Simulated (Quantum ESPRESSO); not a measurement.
# Hf2CO2 MXene, 1 layer: a series in biaxial strain, part 6 of 8

Aim: how the results for Hf2CO2 MXene, 1 layer change with biaxial strain.

Quantum ESPRESSO 7.5; plane-wave DFT, PBE, GBRV ultrasoft pseudopotentials.

So far. Step 6 (Band structure, -4 %): Along this path the valence top lies at Γ and the conduction bottom at M. Step 7 (Relaxing the ions, -3 %): The relaxation lowers the energy by 10 meV an atom.

### 9. Relaxing the ions, 3 %

m7.relax.in reads:

```
&control
  prefix = 'm7.relax'
  outdir = './out'
  pseudo_dir = './pseudo'
  nstep = 40
  forc_conv_thr = 0.0003
  calculation = 'relax'
  tstress = .true.
/
&system
  ibrav = 0
  nat = 5
  ntyp = 3
  ecutwfc = 50
  ecutrho = 250
  occupations = 'smearing'
  smearing = 'fd'
  degauss = 0.002
/
&electrons
  conv_thr = 1e-09
  mixing_beta = 0.4
  electron_maxstep = 120
  mixing_mode = 'plain'
/
&ions
/
ATOMIC_SPECIES
  O   15.9990  o_pbe_v1.2.uspp.F.UPF
  Hf  178.4900  hf_pbe_v1.uspp.F.UPF
  C   12.0110  c_pbe_v1.2.uspp.F.UPF
CELL_PARAMETERS angstrom
  3.37014381664000 0.00000000000000 0.00000000000000
  -1.68507190832000 2.91863015942000 0.00000000000000
  0.00000000000000 0.00000000000000 19.95294679600000
ATOMIC_POSITIONS crystal
  O   0.333333333300 0.666666666700 0.384322721400
  Hf  0.666666666700 0.333333333300 0.430915937300
  C   0.000000000000 0.000000000000 0.500000000000
  Hf  0.333333333300 0.666666666700 0.569084062700
  O   0.666666666700 0.333333333300 0.615677278600
K_POINTS automatic
  12 12 1 0 0 0
```

On the command line:

```sh
$ OMP_NUM_THREADS=1 mpirun -n 4 pw.x -nk 4 -in m7.relax.in > m7.relax.out
```

What it wrote:

```text
[banner, memory and clock lines left out]
Program PWSCF v.7.5 starts
[...]
Message from routine setup:
[...]
number of electrons       =        40.00
     number of Kohn-Sham states=           24
     kinetic-energy cutoff     =      50.0000  Ry
     charge density cutoff     =     250.0000  Ry
[...]
number of k points=    19  Fermi-Dirac smearing, width (Ry)=  0.0020
[...]
Dense  grid:    88155 G-vectors     FFT dimensions: (  36,  36, 192)
[...]
negative rho (up, down):  2.429E-01 0.000E+00
     Starting wfcs are   38 randomized atomic wfcs
[...]
negative rho (up, down):  2.313E-01 0.000E+00
[...]
estimated scf accuracy    <       4.85879476 Ry
[...]
negative rho (up, down):  2.295E-01 0.000E+00
[...]
estimated scf accuracy    <       1.20013343 Ry
[...]
negative rho (up, down):  2.298E-01 0.000E+00
[...]
estimated scf accuracy    <       0.18878592 Ry
[...]
negative rho (up, down):  2.315E-01 0.000E+00
[...]
estimated scf accuracy    <       0.01511017 Ry
[...]
negative rho (up, down):  2.331E-01 0.000E+00
[...]
estimated scf accuracy    <       0.00200108 Ry
[...]
negative rho (up, down):  2.341E-01 0.000E+00
[...]
estimated scf accuracy    <       0.00030297 Ry
[...]
negative rho (up, down):  2.341E-01 0.000E+00
[...]
estimated scf accuracy    <       0.00005290 Ry
[...]
negative rho (up, down):  2.341E-01 0.000E+00
[...]
estimated scf accuracy    <       0.00002345 Ry
[...]
negative rho (up, down):  2.341E-01 0.000E+00
[...]
estimated scf accuracy    <       0.00000268 Ry
[...]
negative rho (up, down):  2.341E-01 0.000E+00
[...]
estimated scf accuracy    <       0.00000006 Ry
[...]
negative rho (up, down):  2.341E-01 0.000E+00
[...]
estimated scf accuracy    <       0.00000003 Ry
[...]
negative rho (up, down):  2.341E-01 0.000E+00
[...]
estimated scf accuracy    <          4.3E-09 Ry
[...]
negative rho (up, down):  2.341E-01 0.000E+00
[...]
the Fermi energy is     1.0175 ev
!    total energy              =    -394.56222883 Ry
     estimated scf accuracy    <          5.8E-10 Ry
     smearing contrib. (-TS)   =      -0.00000000 Ry
     internal energy E=F+TS    =    -394.56222883 Ry
[...]
one-electron contribution =   -1823.45127364 Ry
     hartree contribution      =     914.42885086 Ry
     xc contribution           =    -169.60621570 Ry
     ewald contribution        =     684.06640965 Ry
     convergence has been achieved in  13 iterations
     negative rho (up, down):  2.341E-01 0.000E+00
[...]
Total force =     0.038002     Total SCF correction =     0.000080
[...]
negative rho (up, down):  2.341E-01 0.000E+00
[...]
negative rho (up, down):  2.334E-01 0.000E+00
[...]
negative rho (up, down):  2.334E-01 0.000E+00
[...]
estimated scf accuracy    <       0.00029856 Ry
[...]
negative rho (up, down):  2.333E-01 0.000E+00
[...]
estimated scf accuracy    <       0.00013287 Ry
[...]
negative rho (up, down):  2.333E-01 0.000E+00
[...]
estimated scf accuracy    <       0.00000449 Ry
[...]
negative rho (up, down):  2.333E-01 0.000E+00
[...]
estimated scf accuracy    <       0.00000218 Ry
[...]
negative rho (up, down):  2.333E-01 0.000E+00
[...]
estimated scf accuracy    <       0.00000057 Ry
[...]
negative rho (up, down):  2.333E-01 0.000E+00
[...]
estimated scf accuracy    <       0.00000014 Ry
[...]
negative rho (up, down):  2.333E-01 0.000E+00
[...]
estimated scf accuracy    <          3.9E-09 Ry
[...]
negative rho (up, down):  2.333E-01 0.000E+00
[...]
estimated scf accuracy    <       0.00000001 Ry
[...]
negative rho (up, down):  2.333E-01 0.000E+00
[...]
the Fermi energy is     1.1826 ev
!    total energy              =    -394.56330965 Ry
     estimated scf accuracy    <          4.8E-10 Ry
     smearing contrib. (-TS)   =      -0.00000000 Ry
     internal energy E=F+TS    =    -394.56330965 Ry
[...]
one-electron contribution =   -1825.76653773 Ry
     hartree contribution      =     915.69761288 Ry
     xc contribution           =    -169.62098315 Ry
     ewald contribution        =     685.12659835 Ry
     convergence has been achieved in   9 iterations
     negative rho (up, down):  2.333E-01 0.000E+00
[...]
Total force =     0.021702     Total SCF correction =     0.000087
[...]
negative rho (up, down):  2.333E-01 0.000E+00
[...]
negative rho (up, down):  2.332E-01 0.000E+00
[...]
negative rho (up, down):  2.331E-01 0.000E+00
[...]
estimated scf accuracy    <       0.00047358 Ry
[...]
negative rho (up, down):  2.331E-01 0.000E+00
[...]
estimated scf accuracy    <       0.00006696 Ry
[...]
negative rho (up, down):  2.331E-01 0.000E+00
[...]
estimated scf accuracy    <       0.00001296 Ry
[...]
negative rho (up, down):  2.331E-01 0.000E+00
[...]
estimated scf accuracy    <       0.00000103 Ry
[...]
negative rho (up, down):  2.331E-01 0.000E+00
[...]
estimated scf accuracy    <       0.00000020 Ry
[...]
negative rho (up, down):  2.331E-01 0.000E+00
[...]
estimated scf accuracy    <       0.00000004 Ry
[...]
negative rho (up, down):  2.331E-01 0.000E+00
[...]
estimated scf accuracy    <       0.00000001 Ry
[...]
negative rho (up, down):  2.331E-01 0.000E+00
[...]
estimated scf accuracy    <       0.00000001 Ry
[...]
negative rho (up, down):  2.331E-01 0.000E+00
[...]
estimated scf accuracy    <          9.2E-10 Ry
[...]
negative rho (up, down):  2.331E-01 0.000E+00
[...]
estimated scf accuracy    <          1.3E-10 Ry
[...]
negative rho (up, down):  2.331E-01 0.000E+00
[...]
the Fermi energy is     1.2882 ev
!    total energy              =    -394.56406659 Ry
     estimated scf accuracy    <          2.4E-12 Ry
     smearing contrib. (-TS)   =      -0.00000000 Ry
     internal energy E=F+TS    =    -394.56406659 Ry
[...]
one-electron contribution =   -1832.58944414 Ry
     hartree contribution      =     919.23005331 Ry
     xc contribution           =    -169.64525991 Ry
     ewald contribution        =     688.44058415 Ry
     convergence has been achieved in  11 iterations
     negative rho (up, down):  2.331E-01 0.000E+00
[...]
Total force =     0.016866     Total SCF correction =     0.000006
[...]
negative rho (up, down):  2.331E-01 0.000E+00
[...]
negative rho (up, down):  2.339E-01 0.000E+00
[...]
negative rho (up, down):  2.339E-01 0.000E+00
[...]
estimated scf accuracy    <       0.00099884 Ry
[...]
negative rho (up, down):  2.339E-01 0.000E+00
[...]
estimated scf accuracy    <       0.00042849 Ry
[...]
negative rho (up, down):  2.339E-01 0.000E+00
[...]
estimated scf accuracy    <       0.00000908 Ry
[...]
negative rho (up, down):  2.339E-01 0.000E+00
[...]
estimated scf accuracy    <       0.00000750 Ry
[...]
negative rho (up, down):  2.339E-01 0.000E+00
[...]
estimated scf accuracy    <       0.00000054 Ry
[...]
negative rho (up, down):  2.339E-01 0.000E+00
[...]
estimated scf accuracy    <       0.00000087 Ry
[...]
negative rho (up, down):  2.339E-01 0.000E+00
[...]
estimated scf accuracy    <       0.00000073 Ry
[...]
negative rho (up, down):  2.339E-01 0.000E+00
[...]
estimated scf accuracy    <          7.9E-09 Ry
[...]
negative rho (up, down):  2.339E-01 0.000E+00
[...]
estimated scf accuracy    <          5.6E-09 Ry
[...]
negative rho (up, down):  2.339E-01 0.000E+00
[...]
estimated scf accuracy    <          2.7E-09 Ry
[...]
negative rho (up, down):  2.339E-01 0.000E+00
[...]
the Fermi energy is     1.3711 ev
!    total energy              =    -394.56444900 Ry
     estimated scf accuracy    <          5.9E-11 Ry
     smearing contrib. (-TS)   =      -0.00000000 Ry
     internal energy E=F+TS    =    -394.56444900 Ry
[...]
one-electron contribution =   -1839.86107568 Ry
     hartree contribution      =     922.91447486 Ry
     xc contribution           =    -169.66378883 Ry
     ewald contribution        =     692.04594065 Ry
     convergence has been achieved in  11 iterations
     negative rho (up, down):  2.339E-01 0.000E+00
[...]
Total force =     0.014787     Total SCF correction =     0.000025
[...]
negative rho (up, down):  2.339E-01 0.000E+00
[...]
negative rho (up, down):  2.343E-01 0.000E+00
[...]
negative rho (up, down):  2.344E-01 0.000E+00
[...]
estimated scf accuracy    <       0.00209673 Ry
[...]
negative rho (up, down):  2.344E-01 0.000E+00
[...]
estimated scf accuracy    <       0.00115084 Ry
[...]
negative rho (up, down):  2.344E-01 0.000E+00
[...]
estimated scf accuracy    <       0.00002261 Ry
[...]
negative rho (up, down):  2.344E-01 0.000E+00
[...]
estimated scf accuracy    <       0.00002443 Ry
[...]
negative rho (up, down):  2.344E-01 0.000E+00
[...]
estimated scf accuracy    <       0.00000128 Ry
[...]
negative rho (up, down):  2.344E-01 0.000E+00
[...]
estimated scf accuracy    <       0.00000322 Ry
[...]
negative rho (up, down):  2.344E-01 0.000E+00
[...]
estimated scf accuracy    <       0.00000092 Ry
[...]
negative rho (up, down):  2.344E-01 0.000E+00
[...]
estimated scf accuracy    <       0.00000004 Ry
[...]
negative rho (up, down):  2.344E-01 0.000E+00
[...]
estimated scf accuracy    <       0.00000001 Ry
[...]
negative rho (up, down):  2.344E-01 0.000E+00
[...]
estimated scf accuracy    <          3.1E-09 Ry
[...]
negative rho (up, down):  2.344E-01 0.000E+00
[...]
estimated scf accuracy    <          2.3E-10 Ry
[...]
negative rho (up, down):  2.344E-01 0.000E+00
[...]
the Fermi energy is     1.3777 ev
!    total energy              =    -394.56470373 Ry
     estimated scf accuracy    <          2.9E-11 Ry
     smearing contrib. (-TS)   =      -0.00000000 Ry
     internal energy E=F+TS    =    -394.56470373 Ry
[...]
one-electron contribution =   -1848.40785195 Ry
     hartree contribution      =     927.20015152 Ry
     xc contribution           =    -169.68161127 Ry
     ewald contribution        =     696.32460797 Ry
     convergence has been achieved in  12 iterations
     negative rho (up, down):  2.344E-01 0.000E+00
[...]
Total force =     0.006160     Total SCF correction =     0.000022
[...]
negative rho (up, down):  2.344E-01 0.000E+00
[...]
negative rho (up, down):  2.342E-01 0.000E+00
[...]
negative rho (up, down):  2.343E-01 0.000E+00
[...]
estimated scf accuracy    <       0.00009060 Ry
[...]
negative rho (up, down):  2.343E-01 0.000E+00
[...]
estimated scf accuracy    <       0.00004240 Ry
[...]
negative rho (up, down):  2.343E-01 0.000E+00
[...]
estimated scf accuracy    <       0.00000077 Ry
[...]
negative rho (up, down):  2.343E-01 0.000E+00
[...]
estimated scf accuracy    <       0.00000095 Ry
[...]
negative rho (up, down):  2.343E-01 0.000E+00
[...]
estimated scf accuracy    <       0.00000004 Ry
[...]
negative rho (up, down):  2.343E-01 0.000E+00
[...]
estimated scf accuracy    <       0.00000008 Ry
[...]
negative rho (up, down):  2.343E-01 0.000E+00
[...]
estimated scf accuracy    <       0.00000001 Ry
[...]
negative rho (up, down):  2.343E-01 0.000E+00
[...]
estimated scf accuracy    <          6.3E-10 Ry
[...]
negative rho (up, down):  2.343E-01 0.000E+00
[...]
estimated scf accuracy    <          1.8E-10 Ry
[...]
negative rho (up, down):  2.343E-01 0.000E+00
[...]
the Fermi energy is     1.2432 ev
!    total energy              =    -394.56472889 Ry
     estimated scf accuracy    <          1.1E-11 Ry
     smearing contrib. (-TS)   =      -0.00000000 Ry
     internal energy E=F+TS    =    -394.56472889 Ry
[...]
one-electron contribution =   -1849.68578436 Ry
     hartree contribution      =     927.82304791 Ry
     xc contribution           =    -169.68271130 Ry
     ewald contribution        =     696.98071886 Ry
     convergence has been achieved in  10 iterations
     negative rho (up, down):  2.343E-01 0.000E+00
[...]
Total force =     0.001291     Total SCF correction =     0.000014
[...]
negative rho (up, down):  2.343E-01 0.000E+00
[...]
negative rho (up, down):  2.342E-01 0.000E+00
[...]
negative rho (up, down):  2.342E-01 0.000E+00
[...]
estimated scf accuracy    <       0.00000092 Ry
[...]
negative rho (up, down):  2.342E-01 0.000E+00
[...]
estimated scf accuracy    <       0.00000038 Ry
[...]
negative rho (up, down):  2.343E-01 0.000E+00
[...]
estimated scf accuracy    <       0.00000001 Ry
[...]
negative rho (up, down):  2.343E-01 0.000E+00
[...]
estimated scf accuracy    <          7.2E-09 Ry
[...]
negative rho (up, down):  2.343E-01 0.000E+00
[...]
estimated scf accuracy    <          1.5E-09 Ry
[...]
negative rho (up, down):  2.343E-01 0.000E+00
[...]
estimated scf accuracy    <          4.6E-11 Ry
[...]
negative rho (up, down):  2.343E-01 0.000E+00
[...]
estimated scf accuracy    <          1.4E-10 Ry
[...]
negative rho (up, down):  2.343E-01 0.000E+00
[...]
estimated scf accuracy    <          4.8E-11 Ry
[...]
negative rho (up, down):  2.343E-01 0.000E+00
[...]
the Fermi energy is     1.2414 ev
!    total energy              =    -394.56473017 Ry
     estimated scf accuracy    <          5.8E-13 Ry
     smearing contrib. (-TS)   =      -0.00000000 Ry
     internal energy E=F+TS    =    -394.56473017 Ry
[...]
one-electron contribution =   -1849.55600286 Ry
     hartree contribution      =     927.75178099 Ry
     xc contribution           =    -169.68189249 Ry
     ewald contribution        =     696.92138419 Ry
     convergence has been achieved in   9 iterations
     negative rho (up, down):  2.343E-01 0.000E+00
[...]
Total force =     0.000060     Total SCF correction =     0.000003
[...]
negative rho (up, down):  2.343E-01 0.000E+00
[...]
```

It took 3.3 min on 4 MPI ranks of Arm Neoverse V1, shared host; peak memory 1.1 GiB; 13 min of CPU time.

Relaxation path:

```
step  energy less that of the first step (eV)  largest force (eV/Å)
   1                                   0.0000                0.6241
   2                                  -0.0147                0.3935
   3                                  -0.0250                0.2780
   4                                  -0.0302                0.2687
   5                                  -0.0337                0.1036
   6                                  -0.0340                0.0186
   7                                  -0.0340                0.0011
```

The atoms that moved most (Å):

```
atom     dx     dy      dz  length
  O1  0.000  0.000   0.061   0.061
  O5  0.000  0.000  -0.061   0.061
 Hf4  0.000  0.000  -0.013   0.013
 Hf2  0.000  0.000   0.013   0.013
```

Final coordinates:

```cif
data_structure
_symmetry_space_group_name_H-M 'P 1'
_symmetry_Int_Tables_number 1
_cell_length_a 3.3701
_cell_length_b 3.3701
_cell_length_c 19.9529
_cell_angle_alpha 90.000
_cell_angle_beta 90.000
_cell_angle_gamma 120.000
_cell_volume 196.26
loop_
_atom_site_label
_atom_site_type_symbol
_atom_site_fract_x
_atom_site_fract_y
_atom_site_fract_z
_atom_site_occupancy
O1 O 0.33333 0.66667 0.38736 1
Hf2 Hf 0.66667 0.33333 0.43156 1
C3 C 0.00000 0.00000 0.50000 1
Hf4 Hf 0.33333 0.66667 0.56844 1
O5 O 0.66667 0.33333 0.61264 1
```

The relaxation lowers the energy by 7 meV an atom.

This step gave:

```
free energy  : -5368.3266 eV
Fermi energy : 1.241 eV
```

### 10. Ground state, 3 %

m7.scf.in reads:

```
&control
  prefix = 'm7.scf'
  outdir = './out'
  pseudo_dir = './pseudo'
  calculation = 'scf'
  tprnfor = .true.
/
&system
  ibrav = 0
  nat = 5
  ntyp = 3
  ecutwfc = 40
  ecutrho = 200
  occupations = 'smearing'
  smearing = 'fd'
  degauss = 0.002
  nbnd = 24
/
&electrons
  conv_thr = 1e-09
  mixing_beta = 0.4
  electron_maxstep = 120
  mixing_mode = 'plain'
/
ATOMIC_SPECIES
  O   15.9990  o_pbe_v1.2.uspp.F.UPF
  Hf  178.4900  hf_pbe_v1.uspp.F.UPF
  C   12.0110  c_pbe_v1.2.uspp.F.UPF
CELL_PARAMETERS angstrom
  3.37014381664000 0.00000000000000 0.00000000000000
  -1.68507190832000 2.91863015942000 0.00000000000000
  0.00000000000000 0.00000000000000 19.95294679600000
ATOMIC_POSITIONS crystal
  O   0.333333333300 0.666666666700 0.387357149800
  Hf  0.666666666700 0.333333333300 0.431558796000
  C   0.000000000000 0.000000000000 0.500000000000
  Hf  0.333333333300 0.666666666700 0.568441204000
  O   0.666666666700 0.333333333300 0.612642850200
K_POINTS automatic
  12 12 1 0 0 0
```

On the command line:

```sh
$ OMP_NUM_THREADS=1 mpirun -n 4 pw.x -nk 4 -in m7.scf.in > m7.scf.out
```

What it wrote:

```text
[banner, memory and clock lines left out]
Program PWSCF v.7.5 starts
[...]
Message from routine setup:
[...]
number of electrons       =        40.00
     number of Kohn-Sham states=           24
     kinetic-energy cutoff     =      40.0000  Ry
     charge density cutoff     =     200.0000  Ry
[...]
number of k points=    19  Fermi-Dirac smearing, width (Ry)=  0.0020
[...]
Dense  grid:    63319 G-vectors     FFT dimensions: (  30,  30, 180)
[...]
negative rho (up, down):  2.382E-01 0.000E+00
     Starting wfcs are   38 randomized atomic wfcs
[...]
negative rho (up, down):  2.267E-01 0.000E+00
[...]
estimated scf accuracy    <       4.75643935 Ry
[...]
negative rho (up, down):  2.249E-01 0.000E+00
[...]
estimated scf accuracy    <       1.10543441 Ry
[...]
negative rho (up, down):  2.251E-01 0.000E+00
[...]
estimated scf accuracy    <       0.18447063 Ry
[...]
negative rho (up, down):  2.266E-01 0.000E+00
[...]
estimated scf accuracy    <       0.01533570 Ry
[...]
negative rho (up, down):  2.278E-01 0.000E+00
[...]
estimated scf accuracy    <       0.00179608 Ry
[...]
negative rho (up, down):  2.286E-01 0.000E+00
[...]
estimated scf accuracy    <       0.00025319 Ry
[...]
negative rho (up, down):  2.286E-01 0.000E+00
[...]
estimated scf accuracy    <       0.00004457 Ry
[...]
negative rho (up, down):  2.286E-01 0.000E+00
[...]
estimated scf accuracy    <       0.00002428 Ry
[...]
negative rho (up, down):  2.286E-01 0.000E+00
[...]
estimated scf accuracy    <       0.00000253 Ry
[...]
negative rho (up, down):  2.286E-01 0.000E+00
[...]
estimated scf accuracy    <       0.00000014 Ry
[...]
negative rho (up, down):  2.286E-01 0.000E+00
[...]
estimated scf accuracy    <       0.00000008 Ry
[...]
negative rho (up, down):  2.286E-01 0.000E+00
[...]
estimated scf accuracy    <          5.5E-09 Ry
[...]
negative rho (up, down):  2.286E-01 0.000E+00
[...]
the Fermi energy is     1.2295 ev
!    total energy              =    -394.56254512 Ry
     estimated scf accuracy    <          6.7E-10 Ry
     smearing contrib. (-TS)   =      -0.00000000 Ry
     internal energy E=F+TS    =    -394.56254512 Ry
[...]
one-electron contribution =   -1849.51512973 Ry
     hartree contribution      =     927.71845170 Ry
     xc contribution           =    -169.68725097 Ry
     ewald contribution        =     696.92138388 Ry
     convergence has been achieved in  13 iterations
     negative rho (up, down):  2.286E-01 0.000E+00
[...]
Total force =     0.000185     Total SCF correction =     0.000092
[...]
```

Run time: 22 s. Hardware: 4 MPI ranks; peak memory 0.55 GiB.

Numbers from this step:

| Quantity | Value |
| --- | --- |
| free energy | -5368.2969 eV |
| Fermi energy | 1.230 eV |
| valence top, on the run's zero | 0.6476 eV |
| conduction bottom, on the run's zero | 1.886 eV |
| gap by band count | 1.238 eV |

(Continued in part 7 of 8.)

[Logs are printed without paths, hosts, clocks, repeated set-up lines and the standing remarks that a program may print on its own settings, such as how far it seeks lower states.]

[Hosts, paths, dates, database ids (printed as entryN), source tags and the programs' standing remarks are cut or masked in the printed files.]

[Maps of the electrostatic potential energy from Ansatz leave out the sawtooth potential of an applied field or a dipole correction, so their vacuum need not be flat; planar profiles and work functions include it.]
